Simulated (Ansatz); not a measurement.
# Aqueous Zn2+ and SO4 2-: a series in salt concentration

How do pressure, forces, levels, charges and cost change as salt is added?

Computed with Ansatz 0.2.0: Kohn-Sham DFT, LDA, PAW (set soft_2). Every run is a single point, with the atoms held where the recipe put them (cutoff of the plane-wave runs 420 eV, gaussian smearing of 0.05 eV).

First member: 53 H2O, 1 Zn2+, 1 SO4 2- placed at random, at 1.17 g/cm³; overlaps pushed apart, then 10 ps at 420 K with divalent ions of Li, Roberts, Chakravorty and Merz (J. Chem. Theory Comput. 9, 2733 (2013)); MMFF94 bonds, angles, torsions, charges and radii (Halgren, J. Comput. Chem. 17, 490 (1996)) in harmonic and 12-6 forms; SPC/E water (Berendsen, Grigera and Straatsma, J. Phys. Chem. 91, 6269 (1987)). Snapshot after 20 ps at 330 K and fixed volume.

Last member: 45 H2O, 5 Zn2+, 5 SO4 2- placed at random, at 2.01 g/cm³; overlaps pushed apart, then 10 ps at 420 K with divalent ions of Li, Roberts, Chakravorty and Merz (J. Chem. Theory Comput. 9, 2733 (2013)); MMFF94 bonds, angles, torsions, charges and radii (Halgren, J. Comput. Chem. 17, 490 (1996)) in harmonic and 12-6 forms; SPC/E water (Berendsen, Grigera and Straatsma, J. Phys. Chem. 91, 6269 (1987)). Snapshot after 20 ps at 330 K and fixed volume.

The members:

| salt concentration (mol/kg) | reduced formula | atoms | valence electrons | k-mesh | basis | density (g/cm³) |
| --- | --- | --- | --- | --- | --- | --- |
| 1.05 | ZnH106SO57 | 165 | 466 | 1×1×1 | plane waves | 1.17 |
| 2.18 | Zn2H102S2O59 | 165 | 492 | 1×1×1 | plane waves | 1.35 |
| 3.4 | Zn3H98S3O61 | 165 | 518 | 1×1×1 | plane waves | 1.55 |
| 6.17 | ZnH18SO13 | 165 | 570 | 1×1×1 | plane waves | 2.01 |

Each cell is one sample from a classical run, so sample-to-sample scatter enters every column; pressures lack the kinetic term, and hold the strain of bonds inside molecules, whose lengths the classical model set.

The input of the first member, without its atom lines; other members have their own cell and atoms, and may differ in mesh, basis and outputs:

```yaml
crystal:
  lattice:
    - [11.66416, 0.0, 0.0]
    - [0.0, 11.66416, 0.0]
    - [0.0, 0.0, 11.66416]
  atoms:
    [... 165 lines ...]
kpoints:
  mp_grid: { grid: [1, 1, 1] }
hamiltonian:
  xc: lda
scf:
  occupations: { method: gaussian, width: 0.05 }
output:
  forces: true
  stress: true
  populations: true
  dos:
    method: { smearing: { sigma: 0.1 } }
    de: 0.1
    projected: { site_lists: { H: [H], O: [O], S: [S], Zn: [Zn] } }
  eigenvalues: true
  write_density: true
  write_potential: true
  volumetric_format: npy
```

Q: What do these runs give, and what do they cost?

Results; charges are mean Löwdin charges in e:

| salt concentration (mol/kg) | pressure (GPa) | r.m.s. force (eV/Å) | gap (eV) | q(S) | q(O) | q(H) |
| --- | --- | --- | --- | --- | --- | --- |
| 1.05 | -1.69 | 0.761 | 3.34 | +2.59 | -0.71 | +0.39 |
| 2.18 | 0.205 | 0.829 | 3.53 | +2.59 | -0.71 | +0.39 |
| 3.4 | 1.63 | 0.806 | 3.53 | +2.56 | -0.72 | +0.38 |
| 6.17 | 6.94 | 1.04 | 3.29 | +2.58 | -0.73 | +0.38 |

The gap is that between the highest filled and lowest empty Kohn-Sham level on the run's k-points, and local or semilocal functionals tend to put gaps under measured ones. The projection misses up to 0.042 e an atom, so the charges add up to more than the cell's charge. Each mean runs over all atoms of an element, whatever their surroundings.

Cost on 8 threads of Arm Neoverse V2, shared host:

| salt concentration (mol/kg) | atoms | basis | k-mesh | SCF cycles | time | host memory (GiB) |
| --- | --- | --- | --- | --- | --- | --- |
| 1.05 | 165 | plane waves | 1×1×1 | 10 | 14 s | 2.0 |
| 2.18 | 165 | plane waves | 1×1×1 | 10 | 14 s | 1.9 |
| 3.4 | 165 | plane waves | 1×1×1 | 10 | 14 s | 1.9 |
| 6.17 | 165 | plane waves | 1×1×1 | 10 | 15 s | 1.9 |

Times include the outputs that each run asked for, on hosts shared with other jobs.

What the series shows: The gap lies between 3.29 and 3.53 eV, with no steady trend; in single samples it varies with the configuration. The pressure goes steadily from -1.7 GPa at 1.05 to 6.9 GPa at 6.17 mol/kg; the recipes set unlike densities, and the bond lengths of the classical model enter the pressure too. The r.m.s. force is lowest at 1.05 mol/kg (0.76 eV/Å) and highest at 6.17 mol/kg (1 eV/Å).

Caveats: The network of contacts between molecules at the start is that of the classical potential that made the cell, and needn't be the one that DFT or experiment would give. For 1 of the 4 members: the concentration wasn't checked against solubility and may exceed it. LDA overbinds hydrogen-bonded molecules, which bears on pressures and forces.

[Logs are printed without paths, hosts, clocks, repeated set-up lines and the standing remarks that a program may print on its own settings, such as how far it seeks lower states.]

[Hosts, paths, dates, database ids (printed as entryN), source tags and the programs' standing remarks are cut or masked in the printed files.]

[The MMFF94 radii named for the starting cell were scaled by 0.96; in molecules described by MMFF94, hydrogen bound to N, O or S took a small fixed 12-6 site in their place.]
